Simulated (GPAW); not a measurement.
# CaMg2Te3 (ordered alloy, started on the rocksalt lattice) (P-3m1): one start, several treatments of the self-energy

How much does the gap of CaMg2Te3 (ordered alloy, started on the rocksalt lattice) (P-3m1) depend on the approximation to the self-energy?

Calculated with GPAW 26.7.0; PBE and many-body steps on it, plane waves.

This is a report of a sequence of runs, with most program output left out.

The structure was built from a prototype and need not be the compound's stable phase.

### Step 1. Starting point

Symmetry: P-3m1, No. 164, trigonal system. Conventional cell: a = 4.327 Å, b = 4.327 Å, c = 10.590 Å, α = 90.00°, β = 90.00°, γ = 120.00°. Nearest to Mg lie 6 Te at 2.99 to 3.02 Å. Nearest to Te lie 6 Mg at 3.02 Å. Nearest to Te lie 3 Mg at 2.99 Å and 3 Ca at 3.17 Å. Nearest to Ca lie 6 Te at 3.17 Å. Farther neighbours and most contacts between anions are not listed.

Structure file:

```cif
data_structure
_symmetry_space_group_name_H-M 'P 1'
_symmetry_Int_Tables_number 1
_cell_length_a 4.3269
_cell_length_b 4.3269
_cell_length_c 10.5901
_cell_angle_alpha 90.000
_cell_angle_beta 90.000
_cell_angle_gamma 120.000
_cell_volume 171.71
loop_
_atom_site_label
_atom_site_type_symbol
_atom_site_fract_x
_atom_site_fract_y
_atom_site_fract_z
_atom_site_occupancy
Mg1 Mg 0.66667 0.33333 0.66097 1
Te2 Te 0.00000 0.00000 0.50000 1
Mg3 Mg 0.33333 0.66667 0.33903 1
Te4 Te 0.66667 0.33333 0.18403 1
Ca5 Ca 0.00000 0.00000 0.00000 1
Te6 Te 0.33333 0.66667 0.81597 1
```

The structure was relaxed with PBE. The structure type comes from a generator and need not be one that this composition takes. The runs that relaxed it are not among those shown. Spin-orbit coupling is left out unless a step names it.

### Step 2. Empty states on the mesh, 3×3×1 mesh, 399 bands

This step: GPAW 26.7.0; DFT, PBE, plane waves, PAW.

The sums over transitions need many empty states on a uniform mesh; this step solves for them.

run.py reads:

```python
import json
import numpy as np
from gpaw.mpi import world
from gpaw import GPAW

calc = GPAW('gs.gpw').fixed_density(kpts={'size': (3, 3, 1), 'gamma': True},
    parallel={'domain': 1, 'band': 1},
    txt='nscf.txt')
calc.diagonalize_full_hamiltonian(nbands=399)
calc.write('full.gpw', mode='all')
res = {}
kpts = calc.get_ibz_k_points()
res['kpts'] = kpts
res['eigenvalues'] = [calc.get_eigenvalues(kpt=k) for k in range(len(kpts))]
res['n_electrons'] = calc.get_number_of_electrons()

if world.rank == 0:
    with open('result.json', 'w') as f:
        json.dump(res, f, default=lambda x: x.tolist())
```

The run is started by

```sh
$ mpirun -n 3 gpaw python run.py
```

Elapsed: 59 s, on 3 MPI ranks of Arm Neoverse V1, shared host; peak memory 3.2 GiB; 3 min of CPU time.

Numbers from this step:

| Property | Result |
| --- | --- |
| gap | 1.730 eV |
| k of the valence top | 0, 0, 0 |
| k of the conduction bottom | 0.3333, 0, 0 |
| least direct gap | 2.076 eV |
| k points computed | 3 |
| lowest point of the top converged band, above the valence top | 86.7639 eV |

On this mesh the gap is 1.730 eV.

### Step 3. G0W0, Godby-Needs plasmon pole

G0W0 replaces the xc potential by the self-energy, built once from these orbitals. Only a window of levels is corrected, while the sums run over the empty bands that the input names.

This step: G0W0 on PBE, plane waves, PAW.

run.py reads:

```python
import json
import numpy as np
from gpaw.mpi import world
from gpaw.response.g0w0 import G0W0

gw = G0W0('full.gpw',
    filename='gw',
    kpts=[0, 1],
    bands=(22, 26),
    ecut=60,
    nbands=181,
    integrate_gamma='WS',
    ppa=True)
gw.calculate()
res = {mode: {k: v for k, v in r.items() if k != 'sigma_eskwn'}
       for mode, r in gw.all_results.items()}

if world.rank == 0:
    with open('result.json', 'w') as f:
        json.dump(res, f, default=lambda x: x.tolist())
```

The run is started by

```sh
$ mpirun -n 4 gpaw python run.py
```

It took 23 s on 4 MPI ranks; peak memory 1.5 GiB; 90 s of CPU time.

Numbers from this step:

| Item | Value |
| --- | --- |
| G0W0 gap on the points computed | 2.344 eV |
| least direct G0W0 gap on the computed points | 2.984 eV |
| Z at the valence top | 0.7893 |
| Z at the conduction bottom | 0.7974 |
| starting gap on the mesh | 1.730 eV |
| k of the valence top | 0, 0, 0 |
| k of the conduction bottom | 0.3333, 0, 0 |

The gap on the mesh goes from 1.73 eV to 2.34 eV, a correction of +0.61 eV.

### Step 4. One-shot HSE06

This step: one-shot HSE06 levels on PBE orbitals, plane waves, PAW.

run.py reads:

```python
import json
import numpy as np
from gpaw.mpi import world
from gpaw.hybrids.eigenvalues import non_self_consistent_eigenvalues

dft, vxc, vxc_hyb = non_self_consistent_eigenvalues('full.gpw', 'HSE06', 22, 26, kpt_indices=[0, 1])
res = {'dft': dft[0], 'hybrid': (dft - vxc + vxc_hyb)[0]}
if world.rank == 0:
    with open('hybrid.txt', 'w') as f:
        for k, e0, e1 in zip([0, 1], res['dft'], res['hybrid']):
            print(k, ' '.join(f'{x:9.4f}' for x in e0), '|', ' '.join(f'{x:9.4f}' for x in e1), file=f)

if world.rank == 0:
    with open('result.json', 'w') as f:
        json.dump(res, f, default=lambda x: x.tolist())
```

The run is started by

```sh
$ mpirun -n 4 gpaw python run.py
```

Elapsed: 3.5 s, on 4 MPI ranks; peak memory 0.46 GiB; 14 s of CPU time.

This step gave:

```
starting gap on the mesh                       : 1.730 eV
hybrid gap on the mesh                         : 2.478 eV
least direct hybrid gap on the computed points : 2.957 eV
```

### Step 5. G0W0, extrapolated in the cutoff

This step: G0W0 on PBE, plane waves, PAW.

run.py reads:

```python
import json
import numpy as np
from gpaw.mpi import world
from gpaw.response.g0w0 import G0W0

gw = G0W0('full.gpw',
    filename='gw',
    kpts=[0, 1],
    bands=(22, 26),
    ecut=100.0,
    integrate_gamma='WS',
    ppa=True,
    ecut_extrapolation=True)
gw.calculate()
res = {mode: {k: v for k, v in r.items() if k != 'sigma_eskwn'}
       for mode, r in gw.all_results.items()}

if world.rank == 0:
    with open('result.json', 'w') as f:
        json.dump(res, f, default=lambda x: x.tolist())
```

The run is started by

```sh
$ mpirun -n 4 gpaw python run.py
```

The job ended after 2 min (4 MPI ranks; peak memory 2.5 GiB).

This step gave:

- quasiparticle gap on the points computed: 2.578 eV
- least direct quasiparticle gap on the computed points: 3.189 eV
- Z at the valence top: 0.7849
- Z at the conduction bottom: 0.7955
- starting gap on the mesh: 1.730 eV
- k of the valence top: 0, 0, 0
- k of the conduction bottom: 0.3333, 0, 0
- gaps at the cutoffs of the extrapolation: 2.422, 2.439, 2.453 eV

Against G0W0 in GPAW (3×3×1 mesh, 181 bands, screening to 60 eV, Godby-Needs plasmon pole), the gap moves by +0.235 eV.

### Step 6. One-shot PBE0

This step: one-shot PBE0 levels on PBE orbitals, plane waves, PAW.

run.py reads:

```python
import json
import numpy as np
from gpaw.mpi import world
from gpaw.hybrids.eigenvalues import non_self_consistent_eigenvalues

dft, vxc, vxc_hyb = non_self_consistent_eigenvalues('full.gpw', 'PBE0', 22, 26, kpt_indices=[0, 1])
res = {'dft': dft[0], 'hybrid': (dft - vxc + vxc_hyb)[0]}
if world.rank == 0:
    with open('hybrid.txt', 'w') as f:
        for k, e0, e1 in zip([0, 1], res['dft'], res['hybrid']):
            print(k, ' '.join(f'{x:9.4f}' for x in e0), '|', ' '.join(f'{x:9.4f}' for x in e1), file=f)

if world.rank == 0:
    with open('result.json', 'w') as f:
        json.dump(res, f, default=lambda x: x.tolist())
```

The run is started by

```sh
$ mpirun -n 4 gpaw python run.py
```

Run time: 3.5 s. Hardware: 4 MPI ranks; peak memory 0.46 GiB; 14 s of CPU time.

Numbers from this step:

```
starting gap on the mesh                       : 1.730 eV
hybrid gap on the mesh                         : 3.152 eV
least direct hybrid gap on the computed points : 3.625 eV
```

### Step 7. G0W0, full frequency, Hilbert transform

This step: G0W0 on PBE, plane waves, PAW.

run.py reads:

```python
import json
import numpy as np
from gpaw.mpi import world
from gpaw.response.g0w0 import G0W0

gw = G0W0('full.gpw',
    filename='gw',
    kpts=[0, 1],
    bands=(22, 26),
    ecut=60,
    nbands=181,
    integrate_gamma='WS',
    frequencies={'type': 'nonlinear', 'domega0': 0.1, 'omega2': 15.0},
    eta=0.1,
    nblocksmax=True)
gw.calculate()
res = {mode: {k: v for k, v in r.items() if k != 'sigma_eskwn'}
       for mode, r in gw.all_results.items()}

if world.rank == 0:
    with open('result.json', 'w') as f:
        json.dump(res, f, default=lambda x: x.tolist())
```

The run is started by

```sh
$ mpirun -n 4 gpaw python run.py
```

It took 68 s on 4 MPI ranks; peak memory 1.9 GiB.

Numbers from this step:

```
G0W0 gap on the points computed              : 2.374 eV
least direct G0W0 gap on the computed points : 3.006 eV
starting gap on the mesh                     : 1.730 eV
k of the valence top                         : 0, 0, 0
k of the conduction bottom                   : 0.3333, 0, 0
```

Against G0W0 in GPAW (3×3×1 mesh, 181 bands, screening to 60 eV, Godby-Needs plasmon pole), the gap moves by +0.030 eV.

### Step 8. Side by side

Times are wall times on 4 MPI ranks of Arm Neoverse V1, shared host, good to a factor of about two.

```
                                    run   mesh  bands  screening cutoff (eV)  DFT gap (eV)  gap on the mesh (eV)  direct (eV)   time
         G0W0, Godby-Needs plasmon pole  3×3×1    181                     60         1.730                 2.344        2.984   23 s
                         one-shot HSE06  3×3×1      -                      -         1.730                 2.478        2.957  3.5 s
       G0W0, extrapolated in the cutoff  3×3×1      -                    100         1.730                 2.578        3.189  2 min
                          one-shot PBE0  3×3×1      -                      -         1.730                 3.152        3.625  3.5 s
G0W0, full frequency, Hilbert transform  3×3×1    181                     60         1.730                 2.374        3.006   68 s
```

### Step 9. Outcome

| Property | Result |
| --- | --- |
| G0W0, Godby-Needs plasmon pole | 2.344 eV |
| one-shot HSE06 | 2.478 eV |
| G0W0, extrapolated in the cutoff | 2.578 eV |
| one-shot PBE0 | 3.152 eV |
| G0W0, full frequency, Hilbert transform | 2.374 eV |
| known limits | not at the basis limit; no spin-orbit coupling; coarse k mesh |

One-shot HSE06: +0.135 eV against G0W0, Godby-Needs plasmon pole. G0W0, extrapolated in the cutoff: +0.235 eV against G0W0, Godby-Needs plasmon pole, at other bands or cutoff, so not like for like. One-shot PBE0: +0.808 eV against G0W0, Godby-Needs plasmon pole. G0W0, full frequency, Hilbert transform: +0.030 eV against G0W0, Godby-Needs plasmon pole. One-shot hybrid levels are evaluated on the PBE orbitals. Bands and cutoff are finite, so the gap is not at the basis limit. The miss can reach some tenths of an eV and take either sign; the mesh is an error of its own. These stock PAW sets were not made for GW; the filled d or f shell of Te lies in the frozen core, which bears on start and correction. In the G0W0 runs levels were corrected at 2 k points alone, so a gap called «on the mesh» is the least over those, and an edge elsewhere would be missed. The program warns of a poor linear fit in the extrapolation of some level, so the extrapolated values are rough. A denser mesh or path gives a starting gap of 1.06 eV: the GW mesh misses a band edge, so its gaps are not the fundamental one. The 3×3×1 mesh is coarse for this cell, which bears on the long-range parts of exchange and screening. The many-body steps are scalar-relativistic: spin-orbit coupling is not in them.

[Paths, hosts, dates, memory and timing lines, banners, echoed tables and standing remarks are left out of the program output.]

[Logs are printed without paths, hosts, clocks, repeated set-up lines and the standing remarks that a program may print on its own settings, such as how far it seeks lower states.]

[Runs of the session that timed out or met a known fault of the program may be left out.]

[Hosts, paths, dates, database ids (printed as entryN), source tags and the programs' standing remarks are cut or masked in the printed files.]
